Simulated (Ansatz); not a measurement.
# Decaying states in the gap of CdH2SeO, part 2 of 3

Aim: relax a made-up compound, CdH2SeO, and see how good a tunnel barrier it would be. It is built by putting Se for part of the O in the CdH2O2 structure of space group P1, with the volume rescaled by atomic radii. The parent structure comes from the Materials Project.

Ansatz 0.2.0; PBEsol DFT, plane waves, PAW files (the session's first sound run).

So far, gap on path (eV): step 3 (the bulk crystal and its band edges) 1.21.

The structure was built from a prototype and need not be the compound's stable phase.

### Step 4. Complex bands

This step: PBEsol DFT, plane waves, PAW files; complex bands by layer matching along the plane's normal (Ansatz 0.2.0).

The same crystal is laid in a cell whose first two vectors span the (100) plane (indices of the standard conventional cell, whose axes can be ordered otherwise than in the bulk input). At fixed energy and wavevector in the plane the solver finds all kz, real and complex. A few wavevectors are listed, (0, 0) and (0.5, 0) in units of the plane's reciprocal vectors; the slowest state needn't be among them.

The input, input.yaml:

```yaml
crystal:
  lattice:
    - [5.870528125, 0.0, 0.0]
    - [-2.743299787, 6.500899022, 0.0]
    - [-0.291659679, -0.515557344, 4.102478629]
  atoms:
    - { symbol: Cd, position: [0.2049600923, 0.3373350732, 0.1013097517] }
    - { symbol: Cd, position: [0.8031178232, 0.6717387393, 0.6969925963] }
    - { symbol: H, position: [0.6380994272, 0.0582871629, 0.9035521316] }
    - { symbol: H, position: [0.2915441387, 0.9698209003, 0.1892660838] }
    - { symbol: H, position: [0.3287506823, 0.5801155136, 0.6424576097] }
    - { symbol: H, position: [0.5377538, 0.1526049487, 0.3560232415] }
    - { symbol: Se, position: [0.8310795247, 0.0584245902, 0.6862145768] }
    - { symbol: O, position: [0.40592349, 0.1178443399, 0.1716365084] }
    - { symbol: O, position: [0.3988328717, 0.4741798411, 0.6493660537] }
    - { symbol: Se, position: [0.0518181499, 0.6438938908, 0.2139914463] }
kpoints:
  mp_grid: { grid: [4, 4, 6] }
scf:
  occupations: { method: fixed }
hamiltonian:
  xc: pbesol
output:
  eigenvalues: true
  transmission:
    leads: [[0, 0]]
    kpoints: [[0.0, 0.0], [0.5, 0.0]]
    e_range: [-1.0, 2.21]
    de: 0.06
```

Launch:

```console
> ansatz run input.yaml --threads 2 --pin off --max-ram 4096MiB --backend cpu --events-out ev --progress --plain --runs-dir out
```

Numbers of over 12 decimals in the logs are rounded to 6 here.

What it wrote:

```text
[...]
Crystal: 10 atoms, lattice volume = 156.566 Å³
Basis set: ecut = 420 eV, 3041 PW (Γ)
Bands: 54, of which v1, the nominal top of the filled ones, is band 44 counted from 1 (43 counted from 0)
Symmetry: 1 space group operations
[...]
k-points: 52 of 96 (time reversal used)
[...]
SCF iter   1: F=—  HF=-28402.638631 eV  |F-HF|=—  |Δ(HF+E_count)|=         —  Δρ=7.48e-3  dr2=7.52e-2  ethr=1.77e-3  ⟨swp⟩=5.0  Hψ=8661  notcnv=0  defer=409
[...]
SCF iter   8: F=-28402.618875 eV  HF=-28402.618875 eV  |F-HF|=9.76e-8  |Δ(HF+E_count)|=   1.62e-6  Δρ=5.69e-6  dr2=8.07e-8  ethr=1.14e-10  ⟨swp⟩=8.7  Hψ=12208  notcnv=0
SCF 1 converged in 8 iterations: F = -28402.618875 eV  dr2 = 8.07e-8
[...]
transmission: 6 of 12 steps passed
transmission: 12 of 12 steps passed
SCF converged after 8 iterations
Free energy (F): -28402.618875 eV
[...]
Internal energy: -28402.618875 eV  (E = F + TS)
E sigma→0 (E₀):  -28402.618875 eV
Fermi energy:    5.310042 eV
[...]
--- Band table (eV; the first three rows and the last of 52) ---
  k-point 0: bands = [... 40 lower, 4.3213, 4.6364, 4.9218, 5.3100, 6.5161, 9.1172, 9.9174, 10.8002, ... 6 higher]
  k-point 1: bands = [... 40 lower, 3.9517, 4.3670, 4.5655, 5.0060, 7.3194, 9.5954, 10.2135, 10.6065, ... 6 higher]
  k-point 2: bands = [... 40 lower, 3.6865, 3.8639, 4.3748, 4.8924, 8.5320, 9.4783, 9.9831, 10.5341, ... 6 higher]
  k-point 51: bands = [... 40 lower, 3.6920, 4.4314, 4.4996, 5.0382, 8.4167, 8.7388, 9.5425, 10.2307, ... 6 higher]
--- Transmission ---
  basis      : 333 plane waves across, 6 finite elements along
  points     : 2, as listed
  energies   : 54 from -1.000000 to 2.180000 eV about the Fermi level, 0.060000 eV apart; the leads are filled to 0.603010 eV, and channels, transmission and decay are at 0.620000 eV
  crystal 0  : H4O2Se2Cd2, at the sites [0, 0], period 4.1025 Å: whole cells are its period
    offset         : up to 0.0000 Å between an atom of the period and one for which it stands
    channels       : 0.000000e0 a spin
    conductance    : none, the energies end too early or step too widely for 300 K: set another output.transmission.e_range or a lower de, or, where they end at an eighth of basis.ecutwfc, a higher one
    slowest decay  : 0.1161 /Å at (0.0000, 0.0000)
```

Elapsed: 57 s, on 2 threads of Intel Xeon 6975P-C (Granite Rapids), shared host; peak memory 1.3 GiB.

This step gave:

- level to which the leads are filled: 0.6030 eV from the Fermi level
- decay constant at the filling level, zone centre: 0.1161 Å⁻¹
- decay constant at the filling level, slowest listed point: 0.1161 Å⁻¹

K parallel (0, 0); values up to 1.5 1/Å, a degenerate pair printed once or twice; energies at which all values exceed this have no row. Table of Im kz of the slowest decaying states by energy, zero at the highest filled level on the SCF mesh:

```csv
energy (eV),decay 1 (Å⁻¹),decay 2 (Å⁻¹),decay 3 (Å⁻¹),decay 4 (Å⁻¹)
-1.00,0.207,0.290,0.728,0.972
-0.82,0.198,0.273,0.755,0.965
-0.70,0.232,0.287,0.775,0.956
-0.52,0.151,0.398,0.801,0.937
-0.34,0.152,0.158,0.712,0.848
-0.22,0.205,0.240,0.755,0.855
-0.04,0.236,0.330,0.805,0.842
0.02,0.0308,0.243,0.350,0.819
0.14,0.0756,0.255,0.383,0.817
0.26,0.0960,0.264,0.411,0.796
0.44,0.112,0.275,0.447,0.758
0.56,0.116,0.280,0.469,0.729
0.74,0.113,0.285,0.499,0.685
0.92,0.0997,0.287,0.525,0.640
1.04,0.0811,0.287,0.540,0.612
1.22,0.286,0.559,0.576,0.684
1.40,0.284,0.546,0.572,0.665
1.52,0.282,0.529,0.578,0.653
1.70,0.278,0.507,0.583,0.636
1.88,0.273,0.489,0.586,0.618
2.00,0.268,0.478,0.586,0.606
2.18,0.261,0.462,0.584,0.587
```

K parallel (0, 0). Table of Re kz of states that move upwards by energy, zero at the highest filled level on the SCF mesh:

```csv
energy (eV),channel 1 (Å⁻¹),channel 2 (Å⁻¹),channel 3 (Å⁻¹)
-1.00,-0.601,-0.279,-0.0645
-0.88,-0.433,-0.224,-
-0.76,-0.268,-0.132,-
-0.70,-0.227,-0.0680,-
-0.58,-0.178,-,-
-0.46,-0.574,-0.126,-
-0.34,-0.373,-,-
-0.22,-0.130,-,-
-0.10,-0.0749,-,-
-0.04,-0.0451,-,-
0.02,-,-,-
0.08,-,-,-
0.20,-,-,-
0.32,-,-,-
0.44,-,-,-
0.56,-,-,-
0.62,-,-,-
0.74,-,-,-
0.86,-,-,-
0.98,-,-,-
1.10,-,-,-
1.22,0.0259,-,-
1.28,0.0608,-,-
1.40,0.103,-,-
1.52,0.138,-,-
1.64,0.169,-,-
1.76,0.198,-,-
1.88,0.226,-,-
1.94,0.240,-,-
2.06,0.267,-,-
2.18,0.293,-,-
```

K parallel (0.5, 0); values up to 1.5 1/Å, a degenerate pair printed once or twice; energies at which all values exceed this have no row. Table of Im kz of the slowest decaying states by energy, zero at the highest filled level on the SCF mesh:

```csv
energy (eV),decay 1 (Å⁻¹),decay 2 (Å⁻¹),decay 3 (Å⁻¹),decay 4 (Å⁻¹)
-1.000,0.135,0.184,0.468,0.933
-0.820,0.144,0.167,0.454,0.917
-0.580,0.141,0.234,0.520,0.893
-0.400,0.269,0.294,0.582,0.792
-0.220,0.0857,0.238,0.349,0.385
0.020,0.110,0.338,0.363,0.384
0.200,0.149,0.350,0.398,0.417
0.380,0.174,0.360,0.406,0.456
0.620,0.196,0.371,0.411,0.499
0.800,0.208,0.377,0.410,0.525
0.980,0.216,0.380,0.406,0.546
1.220,0.222,0.383,0.396,0.567
1.400,0.225,0.383,0.386,0.577
1.580,0.225,0.372,0.381,0.582
1.820,0.221,0.350,0.377,0.585
2.000,0.216,0.328,0.371,0.577
```

At the listed wavevectors the last open channel is at -0.04 eV and the next at +1.22 eV on the grid. At +0.62 eV, the grid energy nearest the filling level (the middle of the gap on the SCF mesh), the slowest state at the listed wavevectors decays with κ = 0.116 Å⁻¹, its amplitude falling by e over 8.6 Å. Through 1 nm of this crystal that state's transmission falls by exp(−2 × 0.116 Å⁻¹ × 10 Å) = 0.098.

### Step 5. Band edges at another level, cutoff 500 eV

This step: r2SCAN DFT, plane waves, PAW files (Ansatz 0.2.0).

The edges again with r2SCAN, at the same atoms. Against that run the cutoff is 500 eV against 420.

The input, input.yaml:

```yaml
crystal:
  lattice:
    - [4.1242145456, -0.0882930072, 0.4052830736]
    - [-0.2915509811, 5.8632514787, 0.0195087225]
    - [-1.301355924, -2.8324767496, 6.3301603482]
  atoms:
    - { symbol: Cd, position: [0.1013097517, 0.2049600923, 0.3373350732] }
    - { symbol: Cd, position: [0.6969925963, 0.8031178232, 0.6717387393] }
    - { symbol: H, position: [0.9035521316, 0.6380994272, 0.0582871629] }
    - { symbol: H, position: [0.1892660838, 0.2915441387, -0.0301790997] }
    - { symbol: H, position: [0.6424576097, 0.3287506823, 0.5801155136] }
    - { symbol: H, position: [0.3560232415, 0.5377538, 0.1526049487] }
    - { symbol: Se, position: [0.6862145768, 0.8310795247, 0.0584245902] }
    - { symbol: O, position: [0.1716365084, 0.40592349, 0.1178443399] }
    - { symbol: O, position: [0.6493660537, 0.3988328717, 0.4741798411] }
    - { symbol: Se, position: [0.2139914463, 1.0518181499, 0.6438938908] }
kpoints:
  mp_grid: { grid: [6, 4, 4] }
  band_path: { path: [VBM, CBM], npoints: 30 }
scf:
  occupations: { method: fixed }
hamiltonian:
  xc: r2scan
output:
  eigenvalues: true
```

What it wrote:

```text
[...]
Crystal: 10 atoms, lattice volume = 156.566 Å³
Basis set: ecut = 500 eV, 3985 PW (Γ), exchange–correlation on 128×180×216 points (64 copies of the dense FFT grid, shifted against one another)
Bands: 54, of which v1, the nominal top of the filled ones, is band 44 counted from 1 (43 counted from 0)
Symmetry: 1 space group operations
[...]
k-points: 52 of 96 (time reversal used)
[...]
SCF iter   1: F=—  HF=-28696.004176 eV  |F-HF|=—  |Δ(HF+E_count)|=         —  Δρ=5.80e-3  dr2=4.14e-2  dr2_τ=2.59e-1  ethr=1.77e-3  ⟨swp⟩=5.0  Hψ=9178  notcnv=0  defer=409
[...]
SCF iter   8: F=-28695.951472 eV  HF=-28695.951472 eV  |F-HF|=2.15e-8  |Δ(HF+E_count)|=   1.65e-7  Δρ=6.51e-6  dr2=6.01e-8  dr2_τ=6.34e-9  ethr=1.14e-10  ⟨swp⟩=10.3  Hψ=11429  notcnv=0
SCF 1 converged in 8 iterations: F = -28695.951472 eV  dr2 = 6.01e-8
[...]
SCF converged after 8 iterations
Free energy (F): -28695.951472 eV
[...]
Internal energy: -28695.951472 eV  (E = F + TS)
E sigma→0 (E₀):  -28695.951472 eV
Fermi energy:    5.141854 eV
[...]
--- Band table (eV; the first three rows and the last of 52) ---
  k-point 0: bands = [... 40 lower, 4.1376, 4.4564, 4.7457, 5.1419, 6.8775, 9.4954, 10.2026, 11.1768, ... 6 higher]
  k-point 1: bands = [... 40 lower, 3.8967, 4.3668, 4.6237, 5.1058, 7.5950, 9.4120, 9.9155, 11.0443, ... 6 higher]
  k-point 2: bands = [... 40 lower, 3.7086, 4.2730, 4.6648, 5.0779, 8.2682, 9.2424, 10.1900, 10.3279, ... 6 higher]
  k-point 51: bands = [... 40 lower, 3.4709, 4.2231, 4.3235, 4.8343, 8.8022, 9.0540, 9.8946, 10.5957, ... 6 higher]
```

Run time: 65 s. Hardware: 2 threads; peak memory 1.1 GiB; 2.2 min of CPU time.

This step gave:

| Property | Result |
| --- | --- |
| free energy | -28695.9515 eV |
| Fermi energy | 5.142 eV |
| gap on the k-mesh | 1.736 eV |
| gap on path | 1.736 eV, by band count; negative where bands overlap |
| direct gap on path | 1.736 eV |

Levels at VBM (eV): -7.98, -7.86, -7.80, -7.70, -7.66, -7.49, -7.43, -7.40, -7.39, -7.33, -6.11, -5.41, -4.77, -4.12, -2.83, -2.43, -1.92, -1.00, -0.69, -0.40, 0.00, 1.74, 4.35, 5.06, 6.04, 6.66, 7.16, 7.53, 7.96.

The searched edges give 1.74 eV, as on the mesh.

Between step 3 and this run (r2SCAN and cutoff 500 eV) the value for the gap on path moves from 1.21 eV to 1.74 eV.

### Step 6. Complex bands at another level, cutoff 500 eV

This step: r2SCAN DFT, plane waves, PAW files; complex bands by layer matching along the plane's normal (Ansatz 0.2.0).

The complex bands at that level, over its own gap, at (0, 0) and (0.5, 0).

The input, input.yaml:

```yaml
crystal:
  lattice:
    - [5.870528125, 0.0, 0.0]
    - [-2.743299787, 6.500899022, 0.0]
    - [-0.291659679, -0.515557344, 4.102478629]
  atoms:
    - { symbol: Cd, position: [0.2049600923, 0.3373350732, 0.1013097517] }
    - { symbol: Cd, position: [0.8031178232, 0.6717387393, 0.6969925963] }
    - { symbol: H, position: [0.6380994272, 0.0582871629, 0.9035521316] }
    - { symbol: H, position: [0.2915441387, 0.9698209003, 0.1892660838] }
    - { symbol: H, position: [0.3287506823, 0.5801155136, 0.6424576097] }
    - { symbol: H, position: [0.5377538, 0.1526049487, 0.3560232415] }
    - { symbol: Se, position: [0.8310795247, 0.0584245902, 0.6862145768] }
    - { symbol: O, position: [0.40592349, 0.1178443399, 0.1716365084] }
    - { symbol: O, position: [0.3988328717, 0.4741798411, 0.6493660537] }
    - { symbol: Se, position: [0.0518181499, 0.6438938908, 0.2139914463] }
kpoints:
  mp_grid: { grid: [4, 4, 6] }
scf:
  occupations: { method: fixed }
hamiltonian:
  xc: r2scan
output:
  eigenvalues: true
  transmission:
    leads: [[0, 0]]
    kpoints: [[0.0, 0.0], [0.5, 0.0]]
    e_range: [-1.0, 2.74]
    de: 0.07
```

What it wrote:

```text
[...]
Crystal: 10 atoms, lattice volume = 156.566 Å³
Basis set: ecut = 500 eV, 3985 PW (Γ), exchange–correlation on 180×216×128 points (64 copies of the dense FFT grid, shifted against one another)
Bands: 54, of which v1, the nominal top of the filled ones, is band 44 counted from 1 (43 counted from 0)
Symmetry: 1 space group operations
[...]
k-points: 52 of 96 (time reversal used)
[...]
SCF iter   1: F=—  HF=-28696.004255 eV  |F-HF|=—  |Δ(HF+E_count)|=         —  Δρ=5.80e-3  dr2=4.13e-2  dr2_τ=2.59e-1  ethr=1.77e-3  ⟨swp⟩=5.0  Hψ=9200  notcnv=0  defer=409
[...]
SCF iter   8: F=-28695.951472 eV  HF=-28695.951472 eV  |F-HF|=2.30e-8  |Δ(HF+E_count)|=   1.64e-7  Δρ=6.87e-6  dr2=6.67e-8  dr2_τ=7.36e-9  ethr=1.14e-10  ⟨swp⟩=10.2  Hψ=11436  notcnv=0
SCF 1 converged in 8 iterations: F = -28695.951472 eV  dr2 = 6.67e-8
[...]
transmission: 6 of 12 steps passed
transmission: 12 of 12 steps passed
SCF converged after 8 iterations
Free energy (F): -28695.951472 eV
[...]
Internal energy: -28695.951472 eV  (E = F + TS)
E sigma→0 (E₀):  -28695.951472 eV
Fermi energy:    5.141851 eV
[...]
--- Band table (eV; the first three rows and the last of 52) ---
  k-point 0: bands = [... 40 lower, 4.1376, 4.4564, 4.7457, 5.1419, 6.8775, 9.4954, 10.2026, 11.1768, ... 6 higher]
  k-point 1: bands = [... 40 lower, 3.7991, 4.1883, 4.4023, 4.8192, 7.6332, 9.9173, 10.5287, 10.9306, ... 6 higher]
  k-point 2: bands = [... 40 lower, 3.4816, 3.6543, 4.1827, 4.6998, 8.8669, 9.7537, 10.3044, 10.8521, ... 6 higher]
  k-point 51: bands = [... 40 lower, 3.4709, 4.2231, 4.3235, 4.8343, 8.8022, 9.0540, 9.8946, 10.5957, ... 6 higher]
--- Transmission ---
  basis      : 397 plane waves across, 6 finite elements along
  points     : 2, as listed
[...]
channels       : 0.000000e0 a spin
[...]
slowest decay  : 0.1513 /Å at (0.0000, 0.0000)
```

Elapsed: 79 s, on 2 threads; peak memory 1.8 GiB.

This step gave:

| Item | Value |
| --- | --- |
| level to which the leads are filled | 0.8678 eV from the Fermi level |
| decay constant at the filling level, zone centre | 0.1513 Å⁻¹ |
| decay constant at the filling level, slowest listed point | 0.1513 Å⁻¹ |

K parallel (0, 0); values up to 1.5 1/Å, a degenerate pair printed once or twice; energies at which all values exceed this have no row. Table of Im kz of the slowest decaying states by energy, zero at the highest filled level on the SCF mesh:

```csv
energy (eV),decay 1 (Å⁻¹),decay 2 (Å⁻¹),decay 3 (Å⁻¹),decay 4 (Å⁻¹)
-1.00,0.0430,0.229,0.313,0.764
-0.86,0.216,0.290,0.784,0.985
-0.72,0.238,0.314,0.806,0.976
-0.58,0.105,0.128,0.408,0.830
-0.44,0.199,0.267,0.688,0.878
-0.23,0.220,0.258,0.779,0.884
-0.09,0.244,0.331,0.822,0.865
-0.02,0.253,0.356,0.839,0.862
0.05,0.0518,0.261,0.377,0.855
0.19,0.0951,0.275,0.413,0.848
0.33,0.118,0.286,0.443,0.824
0.47,0.134,0.294,0.469,0.797
0.61,0.144,0.300,0.493,0.766
0.75,0.149,0.305,0.516,0.734
0.96,0.151,0.309,0.546,0.685
1.10,0.147,0.310,0.564,0.654
1.24,0.139,0.310,0.579,0.625
1.38,0.125,0.310,0.591,0.600
1.52,0.103,0.308,0.577,0.600
1.66,0.0640,0.306,0.558,0.607
1.80,0.303,0.541,0.612,0.668
1.94,0.299,0.526,0.615,0.655
2.15,0.293,0.506,0.616,0.635
2.29,0.288,0.494,0.616,0.622
2.43,0.283,0.483,0.608,0.614
2.57,0.277,0.473,0.594,0.611
2.71,0.270,0.462,0.579,0.607
```

K parallel (0, 0). Table of Re kz of states that move upwards by energy, zero at the highest filled level on the SCF mesh:

```csv
energy (eV),channel 1 (Å⁻¹),channel 2 (Å⁻¹)
-1.00,-0.563,-0.275
-0.79,-0.292,-0.149
-0.65,-0.214,-
-0.44,-0.507,-0.120
-0.30,-0.198,-
-0.09,-0.0748,-
-0.02,-0.0338,-
0.05,-,-
0.26,-,-
0.40,-,-
0.61,-,-
0.75,-,-
0.96,-,-
1.10,-,-
1.31,-,-
1.45,-,-
1.66,-,-
1.80,0.0621,-
2.01,0.137,-
2.15,0.174,-
2.36,0.225,-
2.50,0.257,-
2.71,0.303,-
```

K parallel (0.5, 0); values up to 1.5 1/Å, a degenerate pair printed once or twice; energies at which all values exceed this have no row. The Im kz of the slowest decaying states by energy, zero at the highest filled level on the SCF mesh:

```csv
energy (eV),decay 1 (Å⁻¹),decay 2 (Å⁻¹),decay 3 (Å⁻¹),decay 4 (Å⁻¹)
-1.00,0.124,0.185,0.501,0.924
-0.79,0.109,0.182,0.502,0.908
-0.65,0.162,0.232,0.539,0.898
-0.44,0.277,0.306,0.612,0.810
-0.23,0.164,0.213,0.374,0.385
-0.09,0.0629,0.336,0.343,0.398
-0.02,0.0971,0.347,0.367,0.407
0.12,0.137,0.357,0.412,0.421
0.33,0.173,0.371,0.434,0.461
0.47,0.190,0.378,0.439,0.488
0.68,0.210,0.388,0.443,0.522
0.82,0.219,0.392,0.444,0.542
1.03,0.231,0.398,0.441,0.566
1.24,0.239,0.401,0.436,0.585
1.38,0.242,0.402,0.430,0.594
1.59,0.246,0.402,0.420,0.603
1.80,0.247,0.401,0.406,0.608
1.94,0.246,0.396,0.399,0.609
2.15,0.243,0.376,0.395,0.607
2.36,0.238,0.353,0.389,0.583
2.50,0.234,0.334,0.384,0.566
2.71,0.224,0.300,0.374,0.542
```

At the listed wavevectors the last open channel is at -0.02 eV and the next at +1.80 eV on the grid. At +0.89 eV, the grid energy nearest the filling level (the middle of the gap on the SCF mesh), the slowest state at the listed wavevectors decays with κ = 0.151 Å⁻¹, its amplitude falling by e over 6.6 Å; the first such run, plane (100), gave 0.116 Å⁻¹.

(Part 2 of 3 ends here.)

[Logs are printed without paths, hosts, clocks, repeated set-up lines and the standing remarks that a program may print on its own settings, such as how far it seeks lower states.]

[Hosts, paths, dates, database ids (printed as entryN), source tags and the programs' standing remarks are cut or masked in the printed files.]
